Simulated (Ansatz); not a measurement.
**Optical response of LiHClF (model structure)**

Aim: the dielectric function of LiHClF (model structure), and the optical constants that follow from it. The cell was made here by substitution or stacking, whether or not such a phase is known. It was built so: 1 of the 2 F atoms of the cell replaced by Cl in the R-3m structure of LiHF2.

Program: Ansatz 0.2.0. Level of theory: DFT, PBE, plane-wave PAW, default files, scalar-relativistic, independent-particle optical response without local fields. Results are calculated unless marked as measured.

## 1. The starting structure

The structure is trigonal, space group R3m (No. 160). The conventional cell has a = 3.369 Å, b = 3.369 Å, c = 15.043 Å, α = 90.00°, β = 90.00°, γ = 120.00°. Cl has 1 H at 1.30 Å and 3 Li at 2.29 Å nearest. Nearest to F lie 1 H at 1.30 Å and 3 Li at 2.29 Å. Nearest to Li lie 3 Cl at 2.29 Å and 3 F at 2.29 Å. Nearest to H lie 1 F at 1.30 Å and 1 Cl at 1.30 Å. 1 of the 2 F atoms of the cell replaced by Cl in the R-3m structure of LiHF2. Farther neighbours and most contacts between anions are not listed.

## 2. Relaxation

The structure was built or cut out here, so it is relaxed before any spectrum is computed.

This step: DFT, PBE, plane-wave PAW, default files, scalar-relativistic, relaxation (Ansatz 0.2.0).

Contents of input.yaml:

```yaml
crystal:
  lattice:
    - [1.68461302, 0.97261178, 5.01449419]
    - [-1.68461302, 0.97261178, 5.01449419]
    - [0.0, -1.94522356, 5.01449419]
  atoms:
    - { symbol: Cl, position: [0.58669812, 0.58669812, 0.58669812] }
    - { symbol: F, position: [0.41330188, 0.41330188, 0.41330188] }
    - { symbol: Li, position: [0.0, 0.0, 0.0] }
    - { symbol: H, position: [0.5, 0.5, 0.5] }
kpoints:
  mp_grid: { grid: [8, 8, 8] }
scf:
  occupations: { method: fermi_dirac, width: 0.05 }
hamiltonian:
  xc: pbe
  pseudopotentials: { kind: paw }
output:
  forces: true
  stress: true
relax:
  f_tol: 0.02
  max_steps: 50
  cell: {}
```

The run is started by

```sh
$ ansatz run input.yaml --threads 2 --pin off --max-ram 5120MiB --backend cpu --events-out ev --progress --plain --runs-dir out
```

Numbers of over 12 decimals in the logs are rounded to 6 here.

The log of the run:

```text
basis.fft_grid_basis auto: the FFT boxes are laid along the combinations [[1, 0, -1], [0, 1, -1], [0, 0, 1]] of the cell's own vectors, 3.369, 3.369 and 5.379 Å long. The dense box has 24×24×36 points. Along the cell's own vectors, as sized, it would have 36×36×36, 2.25 times as many. Of the 6 symmetry operations that the crystal satisfies within crystal.symmetry.tolerance (time reversal apart; of a slab, those that  [...]
Engine: ansatz 0.2.0, aarch64-unknown-linux-gnu
Pseudopotentials: kind: paw
Pseudopotential: Cl, paw, valence charge 7, recommended cutoff 420 eV (normal), Cl.paw.azcp
Pseudopotential: F, paw, valence charge 7, recommended cutoff 420 eV (normal), F.paw.azcp
Pseudopotential: Li, paw, valence charge 3, recommended cutoff 420 eV (normal), Li.paw.azcp
Pseudopotential: H, paw, valence charge 1, recommended cutoff 420 eV (normal), H.paw.azcp
Functional definition: PBE
  parameter kappa = 0.804
  parameter beta = 0.066725
  exchange = pbe_x(kappa = kappa, mu = beta*pi^2/3)
  correlation = pbe_c(beta = beta)
Crystal: 4 atoms, lattice volume = 49.297 Å³
Basis set: ecut = 420 eV, 953 PW (Γ), FFT grids on a1−a3, a2−a3, a3, exchange–correlation on 48×48×72 points (8 copies of the dense FFT grid, shifted against one another)
Bands: 13, of which v1, the nominal top of the filled ones, is band 9 counted from 1 (8 counted from 0)
Symmetry: 6 space group operations
Space group: R3m (ITA 160), of the structure as read, at distance tolerance 3.7e-5 Å
k-points: 65 of 512 (time reversal used)
Non-local potential: Cl, projectors of the file, l = 0: 2, l = 1: 2, l = 2: 2
Non-local potential: F, projectors of the file, l = 0: 2, l = 1: 2, l = 2: 1
Non-local potential: Li, projectors of the file, l = 0: 3, l = 1: 2, l = 2: 1
Non-local potential: H, projectors of the file, l = 0: 2, l = 1: 1
PAW form: soft (Blöchl's): semilocal exchange-correlation on the pseudo side does not see the compensation charge
PAW one-centre angular grid: Cl, 110 points (default); XC on 64 Gauss nodes
PAW one-centre angular grid: F, 110 points (default); XC on 64 Gauss nodes
PAW one-centre angular grid: Li, 110 points (default); XC on 64 Gauss nodes
PAW one-centre angular grid: H, 110 points (default); XC on 64 Gauss nodes
Initial density: superposition of atomic densities (neutral atoms: chi_scale 0, normalization atom), corrected by the library's trained network
Initial wavefunctions: pseudopotential atomic-orbital guess
Functional: x = pbe(κ = 0.804, μ = 0.219515), c = pbe(β = 0.066725)
SCF iter   1: F=—  HF=-2111.659113 eV  |F-HF|=—  |Δ(HF+E_count)|=         —  Δρ=3.33e-3  dr2=4.93e-3  ethr=1.77e-3  ⟨swp⟩=6.4  Hψ=5221  notcnv=0
preconditioner: auto → none  [insulator: Δε(μ)=6.691 eV  Ē_g=15.882 eV  σ=0.050 eV  W_gap=1.00  n_scr=8 (ndim 8)  ℏωp=21.2 eV  f_vac=0.087  D(μ)=0.00/eV (n_scr^D=0)  ε∞_Penn≈2.8]
SCF iter   2: F=—  HF=-2111.656954 eV  |F-HF|=—  |Δ(HF+E_count)|=   2.16e-3  Δρ=1.78e-3  dr2=8.49e-4  ethr=2.74e-5  ⟨swp⟩=2.4  Hψ=1969  notcnv=0
SCF iter   3: F=—  HF=-2111.656866 eV  |F-HF|=—  |Δ(HF+E_count)|=   8.79e-5  Δρ=7.63e-4  dr2=1.54e-4  ethr=4.71e-6  ⟨swp⟩=2.2  Hψ=1368  notcnv=0
SCF iter   4: F=—  HF=-2111.656911 eV  |F-HF|=—  |Δ(HF+E_count)|=   4.48e-5  Δρ=3.17e-4  dr2=3.58e-5  ethr=8.55e-7  ⟨swp⟩=2.5  Hψ=1277  notcnv=0
SCF iter   5: F=—  HF=-2111.656992 eV  |F-HF|=—  |Δ(HF+E_count)|=   8.09e-5  Δρ=8.45e-5  dr2=1.62e-6  ethr=1.99e-7  ⟨swp⟩=2.0  Hψ=1234  notcnv=0
SCF iter   6: F=—  HF=-2111.656995 eV  |F-HF|=—  |Δ(HF+E_count)|=   2.77e-6  Δρ=2.21e-5  dr2=1.72e-7  ethr=9.01e-9  ⟨swp⟩=2.1  Hψ=1277  notcnv=0
SCF iter   7: F=-2111.656995 eV  HF=-2111.656995 eV  |F-HF|=1.48e-9  |Δ(HF+E_count)|=   2.26e-7  Δρ=4.62e-6  dr2=8.98e-9  ethr=5.56e-10  ⟨swp⟩=4.6  Hψ=2793  notcnv=0
SCF 1 converged in 7 iterations: F = -2111.656995 eV  dr2 = 8.98e-9
  greatest PAW one-centre occupation: 1.000 electrons in one spin orbital (limit 2), on the Li atom at site 2 (counted from 0), in its partial waves of l = 0
relax step   1: F+E_penalty+E_count = -2111.65699495 eV  Δ(F+E_penalty+E_count) = +0.000e0 eV  max|allowed force component| = 3.599e0 eV/Å  Δτ_max = 0.0000 Å  P = +8.630 GPa  Ω = 49.297 Å³  (7 SCF iters, dr2 threshold 1.00e-7 eV, accepted)
Crystal: 4 atoms, lattice volume = 51.763 Å³
Basis set: ecut = 420 eV, 1001 PW (Γ), FFT grids on a1−a3, a2−a3, a3, exchange–correlation on 48×48×72 points (8 copies of the dense FFT grid, shifted against one another)
Initial density: handed on by an earlier stage of this run
Initial wavefunctions: those handed on with the density
iter 1 solved again at ethr=1.93e-4 eV; its pass at ethr=3.10e-3 eV (dr2=3.47e-2 eV) is discarded
SCF iter   1: F=—  HF=-2111.983804 eV  |F-HF|=—  |Δ(HF+E_count)|=         —  Δρ=1.56e-2  dr2=3.47e-2  ethr=1.93e-4  ⟨swp⟩=1.0  Hψ=6373  notcnv=0
preconditioner: auto → none  [insulator: Δε(μ)=6.220 eV  Ē_g=15.786 eV  σ=0.050 eV  W_gap=1.00  n_scr=14 (ndim 8)  ℏωp=20.6 eV  f_vac=0.113  D(μ)=0.00/eV (n_scr^D=0)  ε∞_Penn≈2.7]
SCF iter   2: F=—  HF=-2111.992223 eV  |F-HF|=—  |Δ(HF+E_count)|=   8.42e-3  Δρ=7.47e-3  dr2=7.54e-3  ethr=1.93e-4  ⟨swp⟩=2.0  Hψ=1105  notcnv=0
SCF iter   3: F=—  HF=-2111.996732 eV  |F-HF|=—  |Δ(HF+E_count)|=   4.51e-3  Δρ=2.84e-3  dr2=2.55e-3  ethr=4.19e-5  ⟨swp⟩=2.0  Hψ=1484  notcnv=0
SCF iter   4: F=—  HF=-2111.996046 eV  |F-HF|=—  |Δ(HF+E_count)|=   6.86e-4  Δρ=3.87e-4  dr2=4.12e-5  ethr=1.42e-5  ⟨swp⟩=2.2  Hψ=1248  notcnv=0
SCF iter   5: F=—  HF=-2111.996065 eV  |F-HF|=—  |Δ(HF+E_count)|=   1.87e-5  Δρ=1.09e-4  dr2=3.29e-6  ethr=2.29e-7  ⟨swp⟩=2.5  Hψ=1268  notcnv=0
SCF iter   6: F=-2111.996066 eV  HF=-2111.996066 eV  |F-HF|=8.29e-8  |Δ(HF+E_count)|=   1.22e-6  Δρ=1.84e-5  dr2=1.82e-7  ethr=2.22e-9  ⟨swp⟩=5.0  Hψ=3166  notcnv=0
SCF 2 converged in 6 iterations: F = -2111.996066 eV  dr2 = 1.82e-7
relax step   2: F+E_penalty+E_count = -2111.99606596 eV  Δ(F+E_penalty+E_count) = -3.391e-1 eV  max|allowed force component| = 2.037e0 eV/Å  Δτ_max = 0.1199 Å  P = +3.962 GPa  Ω = 51.763 Å³  energy of the carried Pulay correction = -4.187e-3 eV  (6 SCF iters, dr2 threshold 4.00e-7 eV, accepted)
Crystal: 4 atoms, lattice volume = 54.194 Å³
Basis set: ecut = 420 eV, 1037 PW (Γ), FFT grids on a1−a3, a2−a3, a3, exchange–correlation on 48×48×72 points (8 copies of the dense FFT grid, shifted against one another)
iter 1 solved again at ethr=2.42e-4 eV; its pass at ethr=3.10e-3 eV (dr2=4.35e-2 eV) is discarded
SCF iter   1: F=—  HF=-2112.163554 eV  |F-HF|=—  |Δ(HF+E_count)|=         —  Δρ=1.07e-2  dr2=4.35e-2  ethr=2.42e-4  ⟨swp⟩=1.0  Hψ=5972  notcnv=0
[...]
relax step   7: F+E_penalty+E_count = -2112.28929920 eV  Δ(F+E_penalty+E_count) = -3.751e-2 eV  max|allowed force component| = 3.340e-1 eV/Å  Δτ_max = 0.0411 Å  P = +0.428 GPa  Ω = 53.941 Å³  energy of the carried Pulay correction = -7.720e-3 eV  (9 SCF iters, accepted)
relax step   8: F+E_penalty+E_count = -2112.34666450 eV  Δ(F+E_penalty+E_count) = -5.737e-2 eV  max|allowed force component| = 1.905e-1 eV/Å  Δτ_max = 0.0978 Å  P = +1.086 GPa  Ω = 54.963 Å³  energy of the carried Pulay correction = -9.327e-3 eV  (7 SCF iters, dr2 threshold 4.00e-7 eV, accepted)
relax step   9: F+E_penalty+E_count = -2112.35453890 eV  Δ(F+E_penalty+E_count) = -7.874e-3 eV  max|allowed force component| = 7.810e-1 eV/Å  Δτ_max = 0.0912 Å  P = +1.166 GPa  Ω = 57.134 Å³  energy of the carried Pulay correction = -1.264e-2 eV  (6 SCF iters, dr2 threshold 4.00e-7 eV, accepted)
relax step  10: F+E_penalty+E_count = -2112.36397973 eV  Δ(F+E_penalty+E_count) = -9.441e-3 eV  max|allowed force component| = 6.903e-2 eV/Å  Δτ_max = 0.0224 Å  P = -0.034 GPa  Ω = 57.646 Å³  energy of the carried Pulay correction = -1.340e-2 eV  (6 SCF iters, dr2 threshold 4.00e-7 eV, accepted)
relax step  11: F+E_penalty+E_count = -2112.36412640 eV  Δ(F+E_penalty+E_count) = -1.467e-4 eV  max|allowed force component| = 4.512e-2 eV/Å  Δτ_max = 0.0163 Å  P = -0.029 GPa  Ω = 57.770 Å³  energy of the carried Pulay correction = -1.358e-2 eV  (5 SCF iters, dr2 threshold 2.98e-7 eV, accepted)
relax step  12: F+E_penalty+E_count = -2112.36439029 eV  Δ(F+E_penalty+E_count) = -2.639e-4 eV  max|allowed force component| = 3.331e-3 eV/Å  Δτ_max = 0.0054 Å  P = -0.001 GPa  Ω = 57.738 Å³  energy of the carried Pulay correction = -1.354e-2 eV  (5 SCF iters, dr2 threshold 1.27e-7 eV, accepted)
relax step  13: F+E_penalty+E_count = -2112.40484191 eV  Δ(F+E_penalty+E_count) = -4.045e-2 eV  max|allowed force component| = 1.517e-2 eV/Å  Δτ_max = 0.0000 Å  P = +1.078 GPa  Ω = 57.738 Å³  stress off target by 1.25e0 GPa  SCF on the basis re-selected at this cell (its energy is not comparable with the rows above)  (8 SCF iters)
relax step  14: F+E_penalty+E_count = -2112.40954262 eV  Δ(F+E_penalty+E_count) = -4.701e-3 eV  max|allowed force component| = 8.873e-2 eV/Å  Δτ_max = 0.0066 Å  P = +0.346 GPa  Ω = 59.281 Å³  energy of the carried Pulay correction = -2.877e-3 eV  (5 SCF iters, dr2 threshold 4.00e-7 eV, accepted)
relax step  15: F+E_penalty+E_count = -2112.41098488 eV  Δ(F+E_penalty+E_count) = -1.442e-3 eV  max|allowed force component| = 4.513e-2 eV/Å  Δτ_max = 0.0454 Å  P = +0.063 GPa  Ω = 61.463 Å³  energy of the carried Pulay correction = -8.265e-3 eV  (5 SCF iters, dr2 threshold 4.00e-7 eV, accepted)
relax step  16: F+E_penalty+E_count = -2112.41012942 eV  Δ(F+E_penalty+E_count) = +8.555e-4 eV  max|allowed force component| = 4.984e-3 eV/Å  Δτ_max = 0.0120 Å  P = -0.007 GPa  Ω = 61.866 Å³  energy of the carried Pulay correction = -9.444e-3 eV  (5 SCF iters, dr2 threshold 1.27e-7 eV, accepted)
relax step  17: F+E_penalty+E_count = -2112.42102098 eV  Δ(F+E_penalty+E_count) = -1.089e-2 eV  max|allowed force component| = 6.257e-3 eV/Å  Δτ_max = 0.0000 Å  P = +0.071 GPa  Ω = 61.866 Å³  stress off target by 1.28e-1 GPa  SCF on the basis re-selected at this cell (its energy is not comparable with the rows above)  (7 SCF iters)
relax step  18: F+E_penalty+E_count = -2112.42031501 eV  Δ(F+E_penalty+E_count) = +7.060e-4 eV  max|allowed force component| = 6.531e-2 eV/Å  Δτ_max = 0.0103 Å  P = +0.080 GPa  Ω = 62.372 Å³  energy of the carried Pulay correction = -8.828e-4 eV  (5 SCF iters, dr2 threshold 4.13e-8 eV, accepted)
relax step  19: F+E_penalty+E_count = -2112.42035112 eV  Δ(F+E_penalty+E_count) = -3.611e-5 eV  max|allowed force component| = 3.866e-3 eV/Å  Δτ_max = 0.0009 Å  P = -0.006 GPa  Ω = 62.396 Å³  energy of the carried Pulay correction = -9.157e-4 eV  (4 SCF iters, dr2 threshold 2.67e-7 eV, accepted)
iter 1 solved again at ethr=4.34e-8 eV; its pass at ethr=3.10e-3 eV (dr2=7.80e-6 eV) is discarded
SCF iter   1: F=—  HF=-2112.421160 eV  |F-HF|=—  |Δ(HF+E_count)|=         —  Δρ=8.30e-5  dr2=5.07e-7  ethr=4.34e-8  ⟨swp⟩=3.4  Hψ=7342  notcnv=0
preconditioner: auto → none  [insulator: Δε(μ)=5.216 eV  Ē_g=13.417 eV  σ=0.050 eV  W_gap=1.00  n_scr=14 (ndim 8)  ℏωp=17.6 eV  f_vac=0.158  D(μ)=0.00/eV (n_scr^D=0)  ε∞_Penn≈2.7]
SCF iter   2: F=—  HF=-2112.421265 eV  |F-HF|=—  |Δ(HF+E_count)|=   1.05e-4  Δρ=3.75e-5  dr2=1.74e-7  ethr=2.82e-9  ⟨swp⟩=2.0  Hψ=1423  notcnv=0
SCF iter   3: F=—  HF=-2112.421284 eV  |F-HF|=—  |Δ(HF+E_count)|=   1.86e-5  Δρ=2.03e-5  dr2=2.45e-8  ethr=9.69e-10  ⟨swp⟩=2.0  Hψ=1171  notcnv=0
SCF iter   4: F=—  HF=-2112.421291 eV  |F-HF|=—  |Δ(HF+E_count)|=   7.03e-6  Δρ=1.22e-6  dr2=1.88e-10  ethr=1.36e-10  ⟨swp⟩=2.0  Hψ=1313  notcnv=0
SCF iter   5: F=-2112.421291 eV  HF=-2112.421291 eV  |F-HF|=8.47e-10  |Δ(HF+E_count)|=   2.06e-8  Δρ=3.16e-7  dr2=2.12e-11  ethr=1.00e-12  ⟨swp⟩=5.0  Hψ=2914  notcnv=0
SCF 20 converged in 5 iterations: F = -2112.421291 eV  dr2 = 2.12e-11
relax step  20: F+E_penalty+E_count = -2112.42129059 eV  Δ(F+E_penalty+E_count) = -9.395e-4 eV  max|allowed force component| = 4.233e-3 eV/Å  Δτ_max = 0.0000 Å  P = +0.000 GPa  Ω = 62.396 Å³  stress off target by 3.13e-2 GPa  SCF on the basis re-selected at this cell (its energy is not comparable with the rows above)  (5 SCF iters)
basis re-selected at this cell: Δ(F+E_penalty+E_count) = -9.395e-4 eV, ΔP = +0.006 GPa vs the last step (what re-selecting the basis moved, of the pressure what is left beyond the Pulay correction that the steps carried, after the strain that the cell walked since its last selection, with what the two solves' SCF thresholds leave and, on support functions, any second-order correction that the steps lacked; it is no m [...]
SCF converged after 5 iterations
Free energy (F): -2112.421291 eV
Harris-Foulkes:  -2112.421291 eV  (|F-HF|=8.47e-10)
Internal energy: -2112.421291 eV  (E = F + TS)
E sigma→0 (E₀):  -2112.421291 eV
Fermi energy:    2.085032 eV
--- Per-component energies (eV) ---
  E_band       = -201.218483
  E_kinetic    = 402.385766
  E_local      = -1182.219321  (includes V_loc(G=0)·N_el)
  E_nonlocal   = 70.161085
  E_hartree    = 417.247201
  E_xc         = -206.538286
  E_vxc        = -249.555323  (∫ρ·V_xc dr)
  E_paw        = -881.516774  (= ΣΔE_a)
  E_vpaw       = -76.486230  (= ΣTr[D̂ρ^β])
  E_aug_tail   = 0.001154  (compensation charges beyond the density's cutoff)
  E_ewald      = -731.942115
  E_smearing   = -0.000000  (= −TS)
  E_closure    = -0.000000  (closes the sum)
  Σ components = -2112.421291   (vs F -2112.421291, Δ=0.00e0)
--- Forces (eV/Å), atoms counted from 1 ---
  atom   1  Cl     0.00000000     0.00000000    -0.00271571
  atom   2  F      0.00000000    -0.00000000     0.00423335
  atom   3  Li     0.00000000     0.00000000     0.00056301
  atom   4  H      0.00000000    -0.00000000    -0.00207750
  max |Σ_I F_I| component: 3.15e-6 eV/Å
--- Stress (GPa, compression-positive) ---
        0.016017       0.000000      -0.000000
        0.000000       0.016017       0.000000
       -0.000000       0.000000      -0.031296
  P = ⅓ Tr σ = 0.0002 GPa (0.002 kbar)
--- Relaxed structure (17 steps of the walk, 16 accepted, 3 SCFs on fresh bases) ---
  F+E_penalty+E_count = -2112.42129059 eV   max|allowed force component| = 4.233e-3 eV/Å   (the final SCF, on the basis selected at the relaxed cell)
  cell:  # Å, volume = 62.3957 Å³
    - [1.853455, 1.070092, 5.243248]
    - [-1.853455, 1.070092, 5.243248]
    - [0, -2.140185, 5.243248]
  atoms:
    - { symbol: Cl, position: [0.598672, 0.598672, 0.598672] }
    - { symbol: F, position: [0.418776, 0.418776, 0.418776] }
    - { symbol: Li, position: [0.000341355, 0.000341355, 0.000341355] }
    - { symbol: H, position: [0.482211, 0.482211, 0.482211] }
```

Run time: 34 s. Hardware: 2 threads of Arm Neoverse V2, shared host; peak memory 0.38 GiB; 66 s of CPU time.

Step by step:

```csv
step,energy less that of the first step (eV),largest force component (eV/Å),pressure (GPa),volume (Å³)
1,0.0000,3.5989,8.63,49.30
2,-0.3391,2.0370,3.96,51.76
3,-0.5068,1.1088,0.11,54.19
4,-0.5633,0.6265,0.13,53.85
5,-0.5948,0.6065,0.81,53.71
6,-0.5678,2.5489,4.26,54.13
7,-0.6323,0.3340,0.43,53.94
8,-0.6897,0.1905,1.09,54.96
9,-0.6975,0.7810,1.17,57.13
10,-0.7070,0.0690,-0.03,57.65
11,-0.7071,0.0451,-0.03,57.77
12,-0.7074,0.0033,0.00,57.74
13*,-0.7478,0.0152,1.08,57.74
14,-0.7525,0.0887,0.35,59.28
15,-0.7540,0.0451,0.06,61.46
16,-0.7531,0.0050,-0.01,61.87
17*,-0.7640,0.0063,0.07,61.87
18,-0.7633,0.0653,0.08,62.37
19,-0.7634,0.0039,-0.01,62.40
20*,-0.7643,0.0042,0.00,62.40
```

Relaxation steps marked * repeat the geometry before them on a plane-wave basis chosen anew for their cell, so energy and pressure can jump there. Relaxation step 6 was tried and not accepted.

The run keeps the 6 symmetry operations that it works with, so distortions that break them were not tested.

```csv
"conventional cell, symmetrised",before,after,change
a (Å),3.369,3.707,+10.0 %
b (Å),3.369,3.707,+10.0 %
c (Å),15.043,15.730,+4.6 %
volume (Å³/atom),12.32,15.60,+26.6 %
```

The atoms that moved most (Å, as changes of fractional coordinates times the final cell):

```csv
atom,dx,dy,dz,length
H4,0.000,0.000,-0.280,0.280
Cl1,0.000,0.000,0.188,0.188
F2,0.000,0.000,0.086,0.086
Li3,0.000,0.000,0.005,0.005
```

Final coordinates:

```xyz
4
Lattice="1.8535 1.0701 5.2432 -1.8535 1.0701 5.2432 0.0000 -2.1402 5.2432" Properties=species:S:1:pos:R:3 pbc="T T T"
Cl    0.0000    0.0000    9.4170
F     0.0000    0.0000    6.5872
Li    0.0000    0.0000    0.0054
H     0.0000    0.0000    7.5851
```

The relaxation ends with a largest force component of 0.0042 eV/Å and a pressure of 0.00 GPa.

(Continued in part 2 of 2.)

[Logs are printed without paths, hosts, clocks, repeated set-up lines and the standing remarks that a program may print on its own settings, such as how far it seeks lower states.]

[Hosts, paths, dates, database ids (printed as entryN), source tags and the programs' standing remarks are cut or masked in the printed files.]
